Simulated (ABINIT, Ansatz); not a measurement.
# Quasiparticle gap of SrTiO3 (Tausonite) in ABINIT

Aim: the G0W0 gap of SrTiO3 (Tausonite) on PBE, step by step.

Method: PBE and many-body steps on it, plane waves, in ABINIT 10.8.3.

**What was measured.**

- Gap 3.77 eV: direct gap (M0 critical point); spectroscopic ellipsometry, second-derivative fit; 300 K; bulk crystal (commercial single crystal) (“Optical probe of ferroelectric order in bulk and thin film perovskite titanates”, 2013, arxiv:1309.1245).

This is a report of a sequence of runs, with most program output left out.

## Step 1: The starting structure

The structure is cubic, space group Pm-3m (No. 221). Conventional cell: a = 3.905 Å, b = 3.905 Å, c = 3.905 Å, α = 90.00°, β = 90.00°, γ = 90.00°. Sr has 12 O at 2.76 Å nearest. Ti has 6 O at 1.95 Å nearest. O has 2 Ti at 1.95 Å and 4 Sr at 2.76 Å nearest. Farther neighbours and most contacts between anions are not listed.

The cell and positions come from the Crystallography Open Database and are kept as given unless a step says otherwise.

## Step 2: Ground state

This step: ABINIT 10.8.3; DFT, PBE, plane waves, norm-conserving pseudopotentials.

The ground-state density comes first.

run.abi

```
acell 3*1.0 Angstrom
rprim 
  3.905280000000 0.000000000000 0.000000000000
  0.000000000000 3.905280000000 0.000000000000
  0.000000000000 0.000000000000 3.905280000000
ntypat 3
znucl 38 22 8
natom 5
typat 1 2 3 3 3
xred 
  0.500000000000 0.500000000000 0.500000000000
  0.000000000000 0.000000000000 0.000000000000
  0.500000000000 0.000000000000 0.000000000000
  0.000000000000 0.500000000000 0.000000000000
  0.000000000000 0.000000000000 0.500000000000
pp_dirpath "pseudos"
pseudos "Sr.upf, Ti.upf, O.upf"
ecut 38
ngkpt 6 6 6
nshiftk 1
shiftk 0 0 0
kptopt 1
chksymbreak 0
nband 26
occopt 1
tolvrs 1e-10
nstep 60
prtwf 0
indata_prefix "in"
outdata_prefix "out"
tmpdata_prefix "tmp"
```

Command:

```
$ OMP_NUM_THREADS=1 mpirun -n 4 abinit run.abi > log
```

The job ended after 36 s (4 MPI ranks of Arm Neoverse V2, shared host; peak memory 0.35 GiB; 2.4 min of CPU time).

Numbers from this step:

| Item | Value |
| --- | --- |
| total energy | -3905.9454 eV |
| gap | 1.908 eV |
| k of the valence top | 0.5, 0.5, 0.5 |
| k of the conduction bottom | 0, 0, 0 |
| least direct gap | 2.263 eV |
| pressure | 3.441 GPa |

The gap is indirect, with the least direct gap 0.36 eV higher.

The cutoff was set for levels, not for stress, so the pressure can be off by some GPa.

## Step 3: Empty states on the mesh, 4×4×4 mesh, 562 bands

The sums over transitions need many empty states on a uniform mesh; this step solves for them.

run.abi: that of step 2 with these lines changed.

```diff
@@ -18,3 +18,3 @@
 ecut 38
-ngkpt 6 6 6
+ngkpt 4 4 4
 nshiftk 1
@@ -23,7 +23,10 @@
 chksymbreak 0
-nband 26
+irdden 1
+istwfk *1
+nband 562
+prtvol 0
+optdriver 6
+gwr_task "HDIAGO"
+paral_kgb 0
 occopt 1
-tolvrs 1e-10
-nstep 60
-prtwf 0
 indata_prefix "in"
```

Elapsed: 3.6 min, on 4 MPI ranks; peak memory 4.7 GiB.

This step gave:

| Item | Value |
| --- | --- |
| gap | 1.908 eV |
| k of the valence top | 0.5, 0.5, 0.5 |
| k of the conduction bottom | 0, 0, 0 |
| least direct gap | 2.263 eV |
| k points computed | 10 |
| lowest point of the top converged band, above the valence top | 233.8938 eV |

On this mesh the gap is 1.908 eV.

## Step 4: Screening, 4×4×4 mesh, 554 bands, screening to 326.5 eV

The RPA dielectric matrix is built and inverted for each q.

This step: RPA screening on PBE, plane waves, norm-conserving pseudopotentials.

run.abi: that of step 3 with these lines changed.

```diff
@@ -23,10 +23,11 @@
 chksymbreak 0
-irdden 1
 istwfk *1
-nband 562
-prtvol 0
-optdriver 6
-gwr_task "HDIAGO"
-paral_kgb 0
 occopt 1
+irdwfk 1
+optdriver 3
+nband 554
+ecuteps 12
+inclvkb 2
+awtr 1
+symchi 1
 indata_prefix "in"
```

Wall time 22 min (4 MPI ranks); peak memory 4.1 GiB.

This step gave:

| Property | Result |
| --- | --- |
| ε∞ with local fields, on this mesh, along the program's q direction | 6.386 |
| the same without local fields | 6.778 |
| plasma frequency | 30.43 eV |
| plane waves in the screening matrix | 799 |

Local fields lower ε∞ by 6 %. On a Γ-centred mesh this coarse the value itself is usually too large, while a short band sum pulls it down.

## Step 5: Self-energy, 4×4×4 mesh, 554 bands, screening to 326.5 eV

The self-energy is evaluated for the states that the input lists, and the levels follow from it, in one-shot runs by the linearised quasiparticle equation.

This step: G0W0 on PBE, plane waves, norm-conserving pseudopotentials.

run.abi: that of step 4 with these lines changed.

```diff
@@ -26,8 +26,17 @@
 irdwfk 1
-optdriver 3
+optdriver 4
 nband 554
+gwcalctyp 0
+ecutsigx 38
+symsigma 1
+nkptgw 2
+kptgw 
+  0.5000000000 0.5000000000 0.5000000000
+  0.0000000000 0.0000000000 0.0000000000
+bdgw 
+  18 23
+  18 23
 ecuteps 12
-inclvkb 2
-awtr 1
-symchi 1
+irdscr 1
+ppmodel 1
 indata_prefix "in"
```

The job ended after 6.8 min (4 MPI ranks; peak memory 5.1 GiB).

Numbers from this step:

- G0W0 gap on the points computed: 3.447 eV
- starting gap on the mesh: 1.908 eV
- k of the valence top: 0.5, 0.5, 0.5
- k of the conduction bottom: 0, 0, 0
- Z at the valence top: 0.763
- Z at the conduction bottom: 0.778
- least direct G0W0 gap on the computed points: 3.831 eV

The gap on the mesh goes from 1.91 eV to 3.45 eV, a correction of +1.54 eV.

Limits: finite bands, cutoff and mesh; no spin-orbit coupling; coarse k mesh. v1 is the top filled band, c1 the lowest empty one. The levels before and after the correction (eV, zero at the valence-band top of each column):

```csv
,conduction bottom,valence top
Kohn-Sham,1.91,0.00
G0W0,3.45,0.00
```

```csv
,level,energy (eV)
Kohn-Sham,(0.5 0.5 0.5) v3-v1,0.000
Kohn-Sham,(0.5 0.5 0.5) c1-c3,4.517
Kohn-Sham,Γ v3-v1,-0.355
Kohn-Sham,Γ c1-c3,1.908
G0W0,(0.5 0.5 0.5) v3-v1,0.000
G0W0,(0.5 0.5 0.5) c1-c3,6.321
G0W0,Γ v3-v1,-0.384
G0W0,Γ c1-c3,3.447
```

## Step 6: Where the time went

Times are wall times on 4 MPI ranks of Arm Neoverse V2, shared host, good to a factor of about two.

```csv
step,time,share,memory (GiB)
ground state,36 s,2 %,0.35
empty states on the mesh,3.6 min,11 %,4.7
screening,22 min,67 %,4.1
self-energy,6.8 min,20 %,5.1
```

## Step 7: Summary of results

| Item | Value |
| --- | --- |
| PBE gap | 1.91 eV, indirect |
| G0W0 gap on the mesh | 3.45 eV |
| GW settings | 4×4×4 mesh, 554 bands, screening to 326.5 eV, Godby-Needs plasmon pole |
| known limits | not at the basis limit; no spin-orbit coupling; coarse k mesh |

In words: G0W0 moves the gap on the mesh from 1.91 eV to 3.45 eV (+1.54 eV), with Z of 0.76 and 0.78 at the edges. Local fields lower the RPA ε∞ on this mesh from 6.78 to 6.39; a Γ-centred mesh this coarse tends to raise both, most where the direct gap is narrow, while a short band sum lowers them. Only 2 of the mesh's irreducible points were corrected, so a valley elsewhere could overtake. The dearest step here is «screening». Against experiment, by G0W0@PBE: the direct gap of 3.83 eV lies +0.06 eV from the measured 3.77 eV (direct, 300 K, 2013). An exciton line or allowed optical edge lies below the quasiparticle gap by the binding energy; a forbidden edge can push the onset above it. The calculation has static nuclei and no excitons; a measured gap holds zero-point and thermal motion, which mostly lowers it. Bands and cutoff are finite, so the gap is not at the basis limit. The miss can reach some tenths of an eV and take either sign; the mesh is an error of its own. In the G0W0 run levels were corrected at 2 k points alone, so a gap called «on the mesh» is the least over those, and an edge elsewhere would be missed. The 4×4×4 mesh is coarse for this cell, which bears on the long-range parts of exchange and screening. This is the ideal cubic cell; many perovskites, halides above all, are cubic only on average, and local tilts or off-centring can widen the gap. The many-body steps are scalar-relativistic: spin-orbit coupling is not in them.

[Paths, hosts, dates, memory and timing lines, banners, echoed tables and standing remarks are left out of the program output.]

[Logs are printed without paths, hosts, clocks, repeated set-up lines and the standing remarks that a program may print on its own settings, such as how far it seeks lower states.]

[Runs of the session that timed out or met a known fault of the program may be left out.]

[Hosts, paths, dates, database ids (printed as entryN), source tags and the programs' standing remarks are cut or masked in the printed files.]

[G0W0 gaps are taken among the corrected bands and points alone; a level outside them can change the order at an edge.]

[Where Ansatz stands beside ABINIT at settings called matched, ABINIT's density can come from a denser mesh and the files from another edition; pairs whose starting gaps differed by over 0.03 eV were left out, so agreement reads better than it is.]
